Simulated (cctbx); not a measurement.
**Ho2NiGe2: solution and refinement**

Cell a = 6.9570 Å, b = 6.9570 Å, c = 4.1180 Å, α = 90.00°, β = 90.00°, γ = 90.00°; space group P4/mbm (no. 127); content Ho4 Ge4 Ni2.

Simulated single-crystal data (cctbx): Mo Kα, λ = 0.71073 Å, to d = 0.7 Å, 80 % of the full sphere, strongest reflection 40000 counts, noise from counting, a 3 % proportional error and a noise floor of 4 counts (s.d.); no absorption.

Charge flipping in P1 on plain amplitudes to 0.8 Å, δ = 0.9 σ, 20 % of the reflections treated as weak, 150 cycles:

```text
cycle      R  skewness
    0  0.599     0.33
   12  0.402     1.54
   24  0.394     1.64
   36  0.399     1.70
   48  0.402     1.75
   60  0.404     1.94
   72  0.410     2.16
   84  0.408     2.72
   96  0.364     5.53
  108  0.331     5.12
  120  0.331     5.07
  132  0.330     5.09
  144  0.325     5.00
origin shift          correlation  skewness
-0.010  0.207  0.311      0.798      1.89
 0.324  0.863  0.311      0.790      1.28
 0.011  0.331  0.310      0.773      0.36
 0.318  0.743  0.324      0.773      0.90
taken: symmetry correlation 0.798, skewness 1.89
peak      x       y       z  mult  height/sigma
Q1    0.1807  0.6807  0.5000    4     10.2
Q2    0.1136  0.3864  0.0000    4      5.3
Q3    0.0000  0.0000  0.0000    2      3.2
Q4    0.0316  0.2096  0.5000    8      2.5
Q5    0.1230  0.6230  0.1831    8      2.5
Q6    0.0000  0.5000  0.1775    4      2.4
Q7    0.2035  0.2965  0.3461    8      2.4
Q8    0.0847  0.4153  0.5000    4      2.1
```

The origin is taken among those within 0.04 of the best correlation, by the skewness of the map.

It took 0.33 s on 1 thread of Arm Neoverse V2 (shared host), peak memory 0.07 GiB.

**Question.** Which peaks are atoms, and which elements?

Heights go roughly as Z and multiplicities must add up to the content. First model: Q1 = Ho1 (4 in the cell, height 10.2), Q2 = Ge1 (4 in the cell, height 5.3) and Q3 = Ni1 (2 in the cell, height 3.2). Against the true structure, Q1 is Ho, Q2 is Ge and Q3 is Ni; the other peaks are not atoms.

Least squares on F², isotropic:

```text
Rint 0.027, 190 unique reflections to 0.70 A
cycle     R1     wR2    GooF  max shift (A)
   1  0.2198  0.5172  34.221   0.04628
   2  0.0058  0.0135   0.894   0.00001
final R1 0.0058 wR2 0.0135 GooF 0.894  parameters 5  data/parameter 38.0
atom        x        y        z      Ueq    occ   su(xyz)  su(Uiso or U11)
Ho1    0.17600  0.67600  0.50000   0.0027  1.000  0.00001  0.0000
Ge1    0.11588  0.38412  0.00000   0.0040  1.000  0.00003  0.0001
Ni1    0.00000  0.00000  0.00000   0.0040  1.000  0.00000  0.0001
difference map: max 0.80 min -0.36 rms 0.12
Q1    0.0000  0.5000  0.0000    2    0.80  1.14 A from Ge1
Q2    0.1081  0.6081  0.0000    4    0.42  1.56 A from Ge1
Q3    0.0318  0.9372  0.5000    8    0.42  2.08 A from Ho1
Q4    0.2043  0.2957  0.0000    4    0.40  0.87 A from Ge1
Q5    0.9969  0.2485  0.0000    8    0.40  1.26 A from Ge1
```

Anisotropic refinement:

```text
Rint 0.027, 190 unique reflections to 0.70 A
cycle     R1     wR2    GooF  max shift (A)
   1  0.0069  0.0171   1.150   0.00004
   2  0.0058  0.0133   0.895   0.00000
final R1 0.0058 wR2 0.0133 GooF 0.895  parameters 10  data/parameter 19.0
atom        x        y        z      Ueq    occ   su(xyz)  su(Uiso or U11)
Ho1    0.17600  0.67600  0.50000   0.0027  1.000  0.00001  0.0001
Ge1    0.11588  0.38412  0.00000   0.0040  1.000  0.00003  0.0001
Ni1    0.00000  0.00000  0.00000   0.0040  1.000  0.00000  0.0001
difference map: max 0.81 min -0.32 rms 0.12
Q1    0.0000  0.5000  0.0000    2    0.81  1.14 A from Ge1
Q2    0.2082  0.2918  0.0000    4    0.42  0.91 A from Ge1
Q3    0.1072  0.6072  0.0000    4    0.41  1.55 A from Ge1
Q4    0.0327  0.9356  0.5000    8    0.41  2.06 A from Ho1
Q5    0.9956  0.2470  0.0000    8    0.41  1.27 A from Ge1
Q6    0.1977  0.1896  0.5000    8    0.37  0.88 A from Ho1
```

**Reading.** The refinement ends at R1 = 0.0058, wR2 = 0.0133, GooF = 0.90, with difference density between -0.32 and 0.81 e/Å³. Every site matches the true model in element, within 0.001 Å r.m.s., up to an allowed shift of origin.

True model:

| atom | mult. | x | y | z | Ueq (Å²) |
| --- | --- | --- | --- | --- | --- |
| Ho1 | 4 | 0.6760 | 0.8240 | 1/2 | 0.0026 |
| Ge1 | 4 | 0.3841 | 0.8841 | 0 | 0.0040 |
| Ni1 | 2 | 1/2 | 1/2 | 0 | 0.0040 |

This is a model crystal, built by substitution and not relaxed, with assumed displacement parameters.

[Middle refinement cycles are left out of these outputs.]

[Logs are printed without paths, hosts, clocks, repeated set-up lines and the standing remarks that a program may print on its own settings, such as how far it seeks lower states.]
